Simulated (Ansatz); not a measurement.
# TcSn (hypothetical, Pm-3m): phonons against volume

Which modes of TcSn (hypothetical) drive its thermal expansion? The crystal structure is hypothetical: it was made by swapping elements on a known structure type.

Program: Ansatz 0.2.0. Level of theory: DFT PBEsol, scalar-relativistic, plane waves, PAW. Results are calculated unless marked as measured.

### Step 1. Starting point

Symmetry: Pm-3m, No. 221, cubic system. The conventional cell has a = 2.958 Å, b = 2.958 Å, c = 2.958 Å, α = 90.00°, β = 90.00°, γ = 90.00°. Nearest to Sn lie 8 Tc at 2.56 Å. Tc has 8 Sn at 2.56 Å nearest. Farther neighbours are not listed.

### Step 2. A first coarse run

A cheap single point shows whether the cell is a metal or an insulator and how far it is from rest; that sets the k-mesh and the occupations of what follows.

File input.yaml:

```yaml
crystal:
  lattice:
    - [2.95821, 0.0, 0.0]
    - [0.0, 2.95821, 0.0]
    - [0.0, 0.0, 2.95821]
  atoms:
    - { symbol: Sn, position: [0.0, 0.0, 0.0] }
    - { symbol: Tc, position: [0.5, 0.5, 0.5] }
kpoints:
  mp_grid: { grid: [6, 6, 6] }
hamiltonian:
  xc: pbesol
scf:
  occupations: { method: gaussian, width: 0.1 }
output:
  forces: true
  stress: true
  eigenvalues: true
```

The run is started by

```console
$ ansatz run input.yaml --threads 4 --pin off --max-ram 8192MiB --backend cpu --events-out ev --progress --plain --runs-dir out
```

Numbers of over 12 decimals in the logs are rounded to 6 here.

Output:

```text
Engine: ansatz 0.2.0, aarch64-unknown-linux-gnu
Pseudopotentials: kind: paw
Pseudopotential: Sn, paw, valence charge 14, recommended cutoff 420 eV (normal), Sn.paw.azcp
Pseudopotential: Tc, paw, valence charge 15, recommended cutoff 500 eV (normal), Tc.paw.azcp
Functional definition: PBEsol
  exchange = pbesol_x
  correlation = pbesol_c
Crystal: 2 atoms, lattice volume = 25.887 Å³
Basis set: ecut = 500 eV, 691 PW (Γ), exchange–correlation on 48×48×48 points (8 copies of the dense FFT grid, shifted against one another)
Bands: 19, of which v1, the nominal top of the filled ones, is band 15 counted from 1 (14 counted from 0)
Symmetry: 48 space group operations
Space group: Pm-3m (ITA 221), of the structure as read, at distance tolerance 3.0e-5 Å
k-points: 20 of 216
Non-local potential: Sn, projectors of the file, l = 0: 2, l = 1: 2, l = 2: 2, l = 3: 2
Non-local potential: Tc, projectors of the file, l = 0: 3, l = 1: 3, l = 2: 2, l = 3: 2
PAW form: soft (Blöchl's): semilocal exchange-correlation on the pseudo side does not see the compensation charge
PAW frozen core: Sn, regenerated for the run's functional, and the local potential with it (the file was generated under x = pbe(κ = 0.804, μ = 0.219515), c = pbe(β = 0.066725))
PAW frozen core: Tc, regenerated for the run's functional, and the local potential with it (the file was generated under x = pbe(κ = 0.804, μ = 0.219515), c = pbe(β = 0.066725))
PAW one-centre angular grid: Sn, 590 points (default); XC on 64 Gauss nodes
PAW one-centre angular grid: Tc, 590 points (default); XC on 64 Gauss nodes
Initial density: superposition of atomic densities (chi_scale 0.1, normalization cell, long waves kept (reshape's long-wave potential 0.00 eV rms))
Initial wavefunctions: pseudopotential atomic-orbital guess
Functional: x = pbesol(κ = 0.804, μ = 0.123457), c = pbesol(β = 0.046)
SCF iter   1: F=—  HF=-11286.249266 eV  |F-HF|=—  |Δ(HF+E_count)|=         —  Δρ=7.25e-2  dr2=2.31e0  ethr=3.10e-3  ⟨swp⟩=5.2  Hψ=1856  notcnv=0
preconditioner: auto → none  [metal: Δε(μ)=0.060 eV  Ē_g=17.300 eV  σ=0.100 eV  W_gap=0.33  n_scr=6 (ndim 8)  ℏωp=33.4 eV  f_vac=0.000  D(μ)=2.00/eV (n_scr^D=26)  sad-step TF]
SCF iter   2: F=—  HF=-11285.879820 eV  |F-HF|=—  |Δ(HF+E_count)|=   3.69e-1  Δρ=5.36e-2  dr2=1.28e0  ethr=3.10e-3  ⟨swp⟩=2.0  Hψ=634  notcnv=0  defer=4
SCF iter   3: F=—  HF=-11285.496977 eV  |F-HF|=—  |Δ(HF+E_count)|=   3.83e-1  Δρ=1.19e-2  dr2=2.23e-2  ethr=3.10e-3  ⟨swp⟩=2.5  Hψ=579  notcnv=0  defer=4
SCF iter   4: F=—  HF=-11285.486181 eV  |F-HF|=—  |Δ(HF+E_count)|=   1.08e-2  Δρ=1.64e-3  dr2=2.24e-4  ethr=7.70e-5  ⟨swp⟩=2.0  Hψ=798  notcnv=0  defer=5
SCF iter   5: F=—  HF=-11285.485699 eV  |F-HF|=—  |Δ(HF+E_count)|=   4.81e-4  Δρ=3.88e-4  dr2=1.37e-5  ethr=7.72e-7  ⟨swp⟩=2.0  Hψ=631  notcnv=0  defer=5
SCF iter   6: F=—  HF=-11285.485675 eV  |F-HF|=—  |Δ(HF+E_count)|=   2.45e-5  Δρ=1.06e-4  dr2=2.45e-6  ethr=4.71e-8  ⟨swp⟩=2.0  Hψ=574  notcnv=0  defer=5
SCF iter   7: F=-11285.485674 eV  HF=-11285.485674 eV  |F-HF|=1.56e-9  |Δ(HF+E_count)|=   4.03e-7  Δρ=7.72e-6  dr2=3.83e-9  ethr=3.45e-10  ⟨swp⟩=4.8  Hψ=1810  notcnv=0
SCF 1 converged in 7 iterations: F = -11285.485674 eV  dr2 = 3.83e-9
  greatest PAW one-centre occupation: 0.993 electrons in one spin orbital (limit 2), on the Sn atom at site 0 (counted from 0), in its partial waves of l = 2
SCF converged after 7 iterations
Free energy (F): -11285.485674 eV
Harris-Foulkes:  -11285.485674 eV  (|F-HF|=1.56e-9)
Internal energy: -11285.468553 eV  (E = F + TS)
E sigma→0 (E₀):  -11285.477114 eV
Entropy (-TS):   -0.017121 eV (-8.561 meV/atom)
Fermi energy:    25.288421 eV
--- Per-component energies (eV) ---
  E_band       = 108.026269
  E_kinetic    = 840.071872
  E_local      = -1381.596064  (includes V_loc(G=0)·N_el)
  E_nonlocal   = 260.865903
  E_hartree    = 638.339789
  E_xc         = -626.488963
  E_vxc        = -403.705537  (∫ρ·V_xc dr)
  E_paw        = -7290.189536  (= ΣΔE_a)
  E_vpaw       = -484.289194  (= ΣTr[D̂ρ^β])
  E_aug_tail   = -0.000012  (compensation charges beyond the density's cutoff)
  E_ewald      = -3726.983227
  E_core_change = 0.511684  (= ΣΔE_core)
  E_smearing   = -0.017121  (= −TS)
  E_closure    = -0.000000  (closes the sum)
  Σ components = -11285.485674   (vs F -11285.485674, Δ=0.00e0)
--- Forces (eV/Å), atoms counted from 1 ---
  atom   1  Sn    -0.00000000     0.00000000    -0.00000000
  atom   2  Tc     0.00000000    -0.00000000    -0.00000000
  max |Σ_I F_I| component: 1.51e-29 eV/Å
--- Stress (GPa, compression-positive) ---
       88.926959       0.000000       0.000000
        0.000000      88.926959       0.000000
        0.000000       0.000000      88.926959
  P = ⅓ Tr σ = 88.9270 GPa (889.270 kbar)
--- Band table (eV; the first three rows and the last of 20) ---
  k-point 0: bands = [... 11 lower, 21.2549, 25.8379, 25.8379, 25.8379, 29.1721, 29.1721, 29.1721, 38.7386]
  k-point 1: bands = [... 11 lower, 21.2853, 24.5446, 24.5446, 25.7837, 27.6834, 31.0502, 31.0502, 36.5002]
  k-point 2: bands = [... 11 lower, 21.3493, 23.0998, 23.0998, 25.6758, 27.1738, 34.3268, 34.3268, 34.5501]
  k-point 19: bands = [... 11 lower, 18.3825, 23.2651, 27.5736, 27.5736, 30.1356, 30.1356, 30.1356, 33.7732]
```

Run time: 0.39 s. Hardware: 4 threads of Arm Neoverse V2, shared host; peak memory 0.28 GiB; 0.97 s of CPU time.

This step gave:

- pressure: 88.93 GPa
- volume per atom: 12.94 Å³
- gap on the k-mesh: 0 eV

The start is under 89 GPa at this level and looks like a metal on this mesh.

### Step 3. A loose first relaxation

The start is far from rest, so a relaxation with loose thresholds first brings it near the minimum.

input.yaml: that of step 2 with these lines changed.

```diff
@@ -18 +18,6 @@
   eigenvalues: true
+relax:
+  adjacent_minimum: "off"
+  f_tol: 0.05
+  max_steps: 80
+  cell: { stress_tol: 0.5 }
```

Output:

```text
[...]
Crystal: 2 atoms, lattice volume = 25.887 Å³
Basis set: ecut = 500 eV, 691 PW (Γ), exchange–correlation on 48×48×48 points (8 copies of the dense FFT grid, shifted against one another)
Bands: 19, of which v1, the nominal top of the filled ones, is band 15 counted from 1 (14 counted from 0)
Symmetry: 48 space group operations
[...]
k-points: 20 of 216
[...]
SCF iter   1: F=—  HF=-11286.249266 eV  |F-HF|=—  |Δ(HF+E_count)|=         —  Δρ=7.25e-2  dr2=2.31e0  ethr=3.10e-3  ⟨swp⟩=5.2  Hψ=1856  notcnv=0
[...]
SCF iter   7: F=-11285.485674 eV  HF=-11285.485674 eV  |F-HF|=1.56e-9  |Δ(HF+E_count)|=   4.03e-7  Δρ=7.72e-6  dr2=3.83e-9  ethr=3.45e-10  ⟨swp⟩=4.8  Hψ=1810  notcnv=0
SCF 1 converged in 7 iterations: F = -11285.485674 eV  dr2 = 3.83e-9
[...]
relax step   1: F+E_penalty+E_count = -11285.48567440 eV  Δ(F+E_penalty+E_count) = +0.000e0 eV  max|allowed force component| = 1.348e-29 eV/Å  Δτ_max = 0.0000 Å  P = +88.927 GPa  Ω = 25.887 Å³  (7 SCF iters, dr2 threshold 1.00e-7 eV, accepted)
Crystal: 2 atoms, lattice volume = 29.861 Å³
Basis set: ecut = 500 eV, 739 PW (Γ), exchange–correlation on 48×48×48 points (8 copies of the dense FFT grid, shifted against one another)
[...]
iter 1 solved again at ethr=4.30e-4 eV; its pass at ethr=3.10e-3 eV (dr2=1.25e-1 eV) is discarded
[...]
SCF iter   6: F=-11286.846988 eV  HF=-11286.846988 eV  |F-HF|=1.20e-9  |Δ(HF+E_count)|=   1.01e-7  Δρ=4.76e-6  dr2=2.37e-9  ethr=6.90e-10  ⟨swp⟩=5.2  Hψ=1569  notcnv=0
SCF 2 converged in 6 iterations: F = -11286.846988 eV  dr2 = 2.37e-9
[...]
relax step   2: F+E_penalty+E_count = -11286.84698823 eV  Δ(F+E_penalty+E_count) = -1.361e0 eV  max|allowed force component| = 1.874e-30 eV/Å  Δτ_max = 0.0000 Å  P = +27.789 GPa  Ω = 29.861 Å³  energy of the carried Pulay correction = -9.599e-4 eV  (6 SCF iters, dr2 threshold 2.00e-7 eV, accepted)
Crystal: 2 atoms, lattice volume = 32.095 Å³
Basis set: ecut = 500 eV, 799 PW (Γ), exchange–correlation on 48×48×48 points (8 copies of the dense FFT grid, shifted against one another)
[...]
SCF iter   6: F=-11287.084656 eV  HF=-11287.084656 eV  |F-HF|=2.47e-10  |Δ(HF+E_count)|=  6.46e-10  Δρ=1.51e-6  dr2=3.79e-10  ethr=6.87e-11  ⟨swp⟩=2.2  Hψ=1386  notcnv=0
SCF 3 converged in 6 iterations: F = -11287.084656 eV  dr2 = 3.79e-10
relax step   3: F+E_penalty+E_count = -11287.08465628 eV  Δ(F+E_penalty+E_count) = -2.377e-1 eV  max|allowed force component| = 4.503e-30 eV/Å  Δτ_max = 0.0000 Å  P = +7.584 GPa  Ω = 32.095 Å³  energy of the carried Pulay correction = -1.442e-3 eV  (6 SCF iters, dr2 threshold 2.00e-7 eV, accepted)
[...]
relax step   4: F+E_penalty+E_count = -11287.10964058 eV  Δ(F+E_penalty+E_count) = -2.498e-2 eV  max|allowed force component| = 3.155e-30 eV/Å  Δτ_max = 0.0000 Å  P = -0.337 GPa  Ω = 33.248 Å³  energy of the carried Pulay correction = -1.677e-3 eV  (6 SCF iters, dr2 threshold 2.00e-7 eV, accepted)
[...]
relax step   5: F+E_penalty+E_count = -11287.12837627 eV  Δ(F+E_penalty+E_count) = -1.874e-2 eV  max|allowed force component| = 1.045e-29 eV/Å  Δτ_max = 0.0000 Å  P = +0.779 GPa  Ω = 33.248 Å³  stress off target by 7.79e-1 GPa  SCF on the basis re-selected at this cell (its energy is not comparable with the rows above)  (6 SCF iters)
[...]
relax step   6: F+E_penalty+E_count = -11287.12867563 eV  Δ(F+E_penalty+E_count) = -2.994e-4 eV  max|allowed force component| = 2.156e-29 eV/Å  Δτ_max = 0.0000 Å  P = +0.045 GPa  Ω = 33.373 Å³  energy of the carried Pulay correction = -2.064e-5 eV  (6 SCF iters, dr2 threshold 2.00e-7 eV, accepted)
[...]
SCF iter   6: F=-11287.128690 eV  HF=-11287.128690 eV  |F-HF|=0.00e0  |Δ(HF+E_count)|=    0.00e0  Δρ=3.43e-9  dr2=1.29e-15  ethr=1.00e-12  ⟨swp⟩=1.0  Hψ=840  notcnv=0
SCF 7 converged in 6 iterations: F = -11287.128690 eV  dr2 = 1.29e-15
relax step   7: F+E_penalty+E_count = -11287.12869049 eV  Δ(F+E_penalty+E_count) = -1.486e-5 eV  max|allowed force component| = 3.944e-30 eV/Å  Δτ_max = 0.0000 Å  P = +0.045 GPa  Ω = 33.373 Å³  stress off target by 4.52e-2 GPa  SCF on the basis re-selected at this cell (its energy is not comparable with the rows above)  (6 SCF iters)
[...]
SCF converged after 6 iterations
Free energy (F): -11287.128690 eV
[...]
Internal energy: -11287.110236 eV  (E = F + TS)
E sigma→0 (E₀):  -11287.119463 eV
Entropy (-TS):   -0.018455 eV (-9.227 meV/atom)
Fermi energy:    18.734444 eV
[...]
--- Stress (GPa, compression-positive) ---
        0.045199      -0.000000      -0.000000
       -0.000000       0.045199      -0.000000
       -0.000000      -0.000000       0.045199
  P = ⅓ Tr σ = 0.0452 GPa (0.452 kbar)
--- Band table (eV; the first three rows and the last of 20) ---
  k-point 0: bands = [... 11 lower, 15.9516, 19.1322, 19.1322, 19.1322, 21.8815, 21.8815, 21.8815, 28.3606]
  k-point 1: bands = [... 11 lower, 16.0210, 18.2670, 18.2670, 19.1213, 20.4754, 23.2405, 23.2405, 28.8407]
  k-point 2: bands = [... 11 lower, 16.1687, 17.2637, 17.2637, 19.0993, 20.0746, 25.7678, 25.7678, 27.3720]
  k-point 19: bands = [... 11 lower, 13.6791, 15.7766, 20.3518, 20.3518, 22.5688, 22.5688, 22.5688, 25.1177]
--- Relaxed structure (5 steps of the walk, 5 accepted, 2 SCFs on fresh bases) ---
  F+E_penalty+E_count = -11287.12869049 eV   max|allowed force component| = 3.944e-30 eV/Å   (the final SCF, on the basis selected at the relaxed cell)
  cell:  # Å, volume = 33.3732 Å³
    - [3.219581, 0, 0]
    - [0, 3.219581, 0]
    - [0, 0, 3.219581]
  atoms:
    - { symbol: Sn, position: [0, 0, 0] }
    - { symbol: Tc, position: [0.500000, 0.500000, 0.500000] }
```

Wall time 2.1 s (4 threads); peak memory 0.31 GiB; 6.4 s of CPU time.

Step by step:

```
step  energy less that of the first step (eV)  largest force component (eV/Å)  pressure (GPa)  volume (Å³)
   1                                   0.0000                          0.0000           88.93        25.89
   2                                  -1.3613                          0.0000           27.79        29.86
   3                                  -1.5990                          0.0000            7.58        32.10
   4                                  -1.6240                          0.0000           -0.34        33.25
  5*                                  -1.6427                          0.0000            0.78        33.25
   6                                  -1.6430                          0.0000            0.05        33.37
  7*                                  -1.6430                          0.0000            0.05        33.37
```

Relaxation steps marked * repeat the geometry before them on a plane-wave basis chosen anew for their cell, so energy and pressure can jump there.

The run keeps the 48 symmetry operations that it works with, so distortions that break them were not tested.

```
conventional cell, symmetrised  before  after   change
                         a (Å)   2.958  3.220   +8.8 %
                         b (Å)   2.958  3.220   +8.8 %
                         c (Å)   2.958  3.220   +8.8 %
              volume (Å³/atom)   12.94  16.69  +28.9 %
```

Final coordinates:

```xyz
2
Lattice="3.2196 0.0000 0.0000 0.0000 3.2196 0.0000 0.0000 0.0000 3.2196" Properties=species:S:1:pos:R:3 pbc="T T T"
Sn    0.0000    0.0000    0.0000
Tc    1.6098    1.6098    1.6098
```

This step gave:

* pressure: 0.04520 GPa
* volume per atom: 16.69 Å³

The relaxation ends with a pressure of 0.05 GPa.

(Part 1 of 5 ends here.)

[Logs are printed without paths, hosts, clocks, repeated set-up lines and the standing remarks that a program may print on its own settings, such as how far it seeks lower states.]

[Hosts, paths, dates, database ids (printed as entryN), source tags and the programs' standing remarks are cut or masked in the printed files.]

[A step with changed settings may run another functional than the one named; its input shows which.]


